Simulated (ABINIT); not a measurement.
# CsCaH3 (Pm-3m): Raman and infrared activity, part 2 of 3

Aim: Raman and infrared lines of CsCaH3 (Pm-3m).

ABINIT 10.8.3; DFT LDA, scalar-relativistic, plane waves, PseudoDojo norm-conserving pseudopotentials.

So far. Step 4 (Relaxing the cell and atoms): The volume changes by -0.1 % in this run and stands -8.8 % from the first cell. The relaxed cell has a = 4.467 Å (conventional setting).

The structure was built from a prototype and need not be the compound's stable phase.

## (7) Zone-centre response

The derivative of the wavefunctions by k comes first, since the response to a field is built on it; then the field and the displacements that symmetry doesn't supply are solved at q = 0. By the 2n+1 theorem the first-order wavefunctions also give third derivatives: Raman tensors and the non-linear susceptibility.

It reads the wavefunctions written in step 5.

File dfpt_gamma.abi:

```
ndtset 3

# common to the responses
getwfk_filepath "gso_WFK"
kptopt 2
nqpt 1
qpt 0.0 0.0 0.0
asr 0
chneut 0

# d/dk
rfelfd1 2
rfdir1 1 1 1
iscf1 -3
tolwfr1 1.0d-20

# displacements, field
rfphon2 1
rfatpol2 1 5
rfdir2 1 1 1
rfelfd2 3
getddk2 1
tolvrs2 1.0d-10
prepanl2 1
prtden2 1

# third order
optdriver3 5
getden_filepath3 "gso_DEN"
get1den3 2
get1wf3 2
getddk3 1
d3e_pert1_elfd3 1
d3e_pert1_phon3 1
d3e_pert1_atpol3 1 5
d3e_pert1_dir3 1 1 1
d3e_pert2_elfd3 1
d3e_pert2_dir3 1 1 1
d3e_pert3_elfd3 1
d3e_pert3_dir3 1 1 1
usepead3 1
tolvrs3 1.0d-10

# basis, mesh and filling
ecut 31.0
ngkpt 4 4 4
nshiftk 1
shiftk 0.5 0.5 0.5
istwfk *1
occopt 1
nband 11
nstep 100
diemac 9.0
prtebands 0
prtgsr 0

# cell and atoms
acell 3*1.0 Angstrom
rprim 
    4.46739739 0.0 0.0
    0.0 4.46739739 0.0
    0.0 0.0 4.46739739
ntypat 3
znucl 55 20 1
natom 5
typat 1 2 3 3 3
xred 
    0.0 0.0 0.0
    0.5 0.5 0.5
    0.5 0.5 0.0
    0.5 0.0 0.5
    0.0 0.5 0.5
pp_dirpath "./pseudo"
pseudos "Cs.upf, Ca.upf, H.upf"
```

Command:

```console
OMP_NUM_THREADS=1 mpirun -n 4 abinit dfpt_gamma.abi > dfpt_gamma.log
```

Numbers of over 12 decimals in the logs are rounded to 6 here.

dfpt_gamma.abo, the main output file:

```text
[banners, grids, parts of the stress and lines that vanish by symmetry left out]
- input  file    -> dfpt_gamma.abi
- output file    -> dfpt_gamma.abo
- root for input  files -> dfpt_gammai
[...]
DATASET    1 : space group Pm -3 m (#221); Bravais cP (primitive cubic)
[...]
nfft =       91125          nkpt =          32
[...]
DATASET    2 : space group Pm -3 m (#221); Bravais cP (primitive cubic)
[...]
nfft =       91125          nkpt =          32
[...]
DATASET    3 : space group Pm -3 m (#221); Bravais cP (primitive cubic)
[...]
mpw =        4967          nfft =       91125          nkpt =          32
[...]
== DATASET  1 ==================================================================
[...]
cutoff_energies: {ecut:  31.0, pawecutdg:  -1.0, }
[...]
-  1.00000   1.00000  180309                  znucl, zion, pspdat
[...]
Perturbation : derivative vs k along direction   1
[...]
-ETOT  1  -12.182984251259     -1.218E+01 6.136E-02 0.000E+00
 ETOT  2  -12.256310141597     -7.333E-02 3.614E-03 0.000E+00
 ETOT  3  -12.258560820119     -2.251E-03 1.563E-04 0.000E+00
 ETOT  4  -12.258670570383     -1.098E-04 1.090E-05 0.000E+00
 ETOT  5  -12.258676659207     -6.089E-06 5.274E-07 0.000E+00
[...]
At SCF step   18   max residual=  9.98E-21 < tolwfr=  1.00E-20 =>converged.
[...]
Perturbation : derivative vs k along direction   2
[...]
-ETOT  1  -12.182189451425     -1.218E+01 6.136E-02 0.000E+00
[...]
At SCF step   18   max residual=  9.94E-21 < tolwfr=  1.00E-20 =>converged.
[...]
Perturbation : derivative vs k along direction   3
[...]
-ETOT  1  -12.182984268444     -1.218E+01 6.136E-02 0.000E+00
[...]
At SCF step   18   max residual=  9.98E-21 < tolwfr=  1.00E-20 =>converged.
[...]
1        1       1.0472534205    0.0000000000
     1        2       0.0000000000    0.0000000000
     1        3       0.0000000000    0.0000000000
     2        1       0.0000000000    0.0000000000
     2        2       1.0472534205   -0.0000000000
     2        3       0.0000000000    0.0000000000
     3        1       0.0000000000    0.0000000000
     3        2       0.0000000000    0.0000000000
     3        3       1.0472534204   -0.0000000000
[...]
== DATASET  2 ==================================================================
[...]
cutoff_energies: {ecut:  31.0, pawecutdg:  -1.0, }
[...]
Perturbation : displacement of atom   1   along direction   1
[...]
-ETOT  1   1.591689     -6.879E+02 1.521E+00 7.943E+01
[...]
At SCF step   10       vres2   =  8.35E-12 < tolvrs=  1.00E-10 =>converged.
[...]
Perturbation : displacement of atom   2   along direction   1
[...]
-ETOT  1   8.287621     -3.219E+03 1.188E+01 4.524E+02
[...]
At SCF step   11       vres2   =  1.23E-11 < tolvrs=  1.00E-10 =>converged.
[...]
Perturbation : displacement of atom   3   along direction   1
[...]
-ETOT  1   1.132324     -7.084E+01 7.954E-02 1.975E+03
[...]
At SCF step   11       vres2   =  5.71E-12 < tolvrs=  1.00E-10 =>converged.
[...]
Perturbation : displacement of atom   3   along direction   3
[...]
-ETOT  1   4.233301     -7.215E+01 1.572E-01 2.826E+03
[...]
At SCF step   10       vres2   =  1.94E-11 < tolvrs=  1.00E-10 =>converged.
[...]
Perturbation : homogeneous electric field along direction   1
[...]
-ETOT  1  -70.397025833580     -7.040E+01 1.598E+00 7.667E+03
[...]
At SCF step   12       vres2   =  9.32E-11 < tolvrs=  1.00E-10 =>converged.
[...]
Perturbation : homogeneous electric field along direction   2
[...]
-ETOT  1  -70.388088644329     -7.039E+01 1.598E+00 7.666E+03
[...]
At SCF step   12       vres2   =  6.36E-11 < tolvrs=  1.00E-10 =>converged.
[...]
Perturbation : homogeneous electric field along direction   3
[...]
-ETOT  1  -70.397025974248     -7.040E+01 1.598E+00 7.667E+03
[...]
ETOT 11  -75.513704883909     -6.725E-11 1.362E-11 2.531E-09
 ETOT 12  -75.513704883915     -5.542E-12 1.152E-12 9.323E-11
 At SCF step   12       vres2   =  9.32E-11 < tolvrs=  1.00E-10 =>converged.
[...]
Dielectric tensor, in cartesian coordinates,
[...]
1    7   1    7         3.8472292709        -0.0000000000
   1    7   2    7        -0.0000000000        -0.0000000000
   1    7   3    7        -0.0000000000        -0.0000000000
   2    7   1    7        -0.0000000000        -0.0000000000
   2    7   2    7         3.8472292709        -0.0000000000
   2    7   3    7        -0.0000000000        -0.0000000000
   3    7   1    7        -0.0000000000        -0.0000000000
   3    7   2    7        -0.0000000000        -0.0000000000
   3    7   3    7         3.8472292709        -0.0000000000
  Effective charges, in cartesian coordinates,
[...]
1    1   1    7         1.0891511510         0.0000000000
   2    1   1    7         0.0000000000         0.0000000000
   3    1   1    7         0.0000000000         0.0000000000
   1    2   1    7         1.9263774773         0.0000000000
   2    2   1    7         0.0000000000         0.0000000000
[...]
Effective charges, in cartesian coordinates,
[...]
2    7   1    5         0.0000000000         0.0000000000
   3    7   1    5         0.0000000000         0.0000000000
   1    7   2    5         0.0000000000         0.0000000000
   2    7   2    5        -0.9617444393         0.0000000000
   3    7   2    5         0.0000000000         0.0000000000
   1    7   3    5         0.0000000000         0.0000000000
   2    7   3    5         0.0000000000         0.0000000000
   3    7   3    5        -0.9617444393         0.0000000000
  Phonon wavevector (reduced coordinates) :  0.00000  0.00000  0.00000
 Phonon energies in Hartree :
[...]
Phonon frequencies in cm-1    :
- -6.015703E-01 -6.015701E-01 -6.015696E-01  1.174009E+02  1.174009E+02
-  1.174009E+02  4.350983E+02  4.350983E+02  4.350983E+02  4.634658E+02
-  4.634658E+02  4.634658E+02  1.109768E+03  1.109768E+03  1.109768E+03
  Phonon at Gamma, with non-analyticity in the
[...]
Phonon energies in Hartree :
[...]
Phonon frequencies in cm-1    :
- -6.015703E-01 -6.015701E-01 -6.014875E-01  1.174009E+02  1.174009E+02
-  1.180644E+02  4.350983E+02  4.350983E+02  4.350983E+02  4.634658E+02
-  4.634658E+02  6.822895E+02  1.109768E+03  1.109768E+03  1.195033E+03
  Phonon at Gamma, with non-analyticity in the
[...]
Phonon energies in Hartree :
[...]
Phonon frequencies in cm-1    :
- -6.015703E-01 -6.015696E-01 -6.014880E-01  1.174009E+02  1.174009E+02
-  1.180644E+02  4.350983E+02  4.350983E+02  4.350983E+02  4.634658E+02
-  4.634658E+02  6.822895E+02  1.109768E+03  1.109768E+03  1.195033E+03
  Phonon at Gamma, with non-analyticity in the
[...]
Phonon energies in Hartree :
[...]
Phonon frequencies in cm-1    :
- -6.015701E-01 -6.015696E-01 -6.014882E-01  1.174009E+02  1.174009E+02
-  1.180644E+02  4.350983E+02  4.350983E+02  4.350983E+02  4.634658E+02
-  4.634658E+02  6.822895E+02  1.109768E+03  1.109768E+03  1.195033E+03
[...]
== DATASET  3 ==================================================================
[...]
cutoff_energies: {ecut:  31.0, pawecutdg:  -1.0, }
[...]
1          1       -0.000000000       -0.000000000       -0.000000000
[...]
1          2       -0.000000000       -0.000000000       -0.000000000
[...]
1          3       -0.000000000       -0.000000000       -0.000000000
[...]
2          1       -0.000000000       -0.000000000       -0.000000000
[...]
2          2       -0.000000000       -0.000000000       -0.000000000
[...]
2          3       -0.000000000       -0.000000000       -0.000000000
[...]
3          1       -0.000000000       -0.000000000       -0.000000000
[...]
3          2       -0.000000000       -0.000000000       -0.000000000
[...]
3          3       -0.000000000       -0.000000000       -0.000000000
[...]
4          1       -0.000000000       -0.000000000       -0.000000000
[...]
4          2       -0.000000000       -0.000000000       -0.000000000
[...]
4          3       -0.000000000       -0.000000000       -0.000000000
[...]
5          1       -0.000000000       -0.000000000       -0.000000000
[...]
5          2       -0.000000000       -0.000000000       -0.000000000
[...]
5          3       -0.000000000       -0.000000000       -0.000000000
[...]
strten2     0.0000000000E+00  0.0000000000E+00  0.0000000000E+00
           strten3     0.0000000000E+00  0.0000000000E+00  0.0000000000E+00
================================================================================
```

Elapsed: 3.5 min, on 4 MPI ranks of Arm Neoverse V2, shared host; 14 min of CPU time.

Read from the output:

```
miss of the charge sum rule                                       : 5.78e-4 e
largest acoustic frequency at the zone centre before the sum rule : -0.6 cm⁻¹
highest optical zone-centre mode (no LO-TO term)                  : 1110 cm⁻¹
lowest optical zone-centre mode                                   : 117.4 cm⁻¹
mean high-frequency dielectric constant                           : 3.847
largest Born charge in size (third of the trace)                  : 1.926 e
```

Born charge (rows field, columns displacement), before the sum rule (e), principal values of the symmetric part by kind of site:

```
atom  atoms with these values    low  middle   high   mean
 Cs1                        1   1.09    1.09   1.09   1.09
 Ca2                        1   1.93    1.93   1.93   1.93
  H3                        3  -1.09   -0.96  -0.96  -1.00
```

In full for H3:

```
-0.96  0.00  0.00
 0.00 -0.96  0.00
 0.00  0.00 -1.09
```

High-frequency dielectric tensor:

```
3.85 0.00 0.00
0.00 3.85 0.00
0.00 0.00 3.85
```

The acoustic modes at Γ come out as far as 0.6 cm⁻¹ from zero, where they should vanish, a small numerical error; the Born charges miss their sum rule by 5.8e-4 e, which is good.

[end of part 2 of 3]

[Host names and launcher messages were left out of these logs when they were recorded.]

[Logs are printed without paths, hosts, clocks, repeated set-up lines and the standing remarks that a program may print on its own settings, such as how far it seeks lower states.]

[Hosts, paths, dates, database ids (printed as entryN), source tags and the programs' standing remarks are cut or masked in the printed files.]
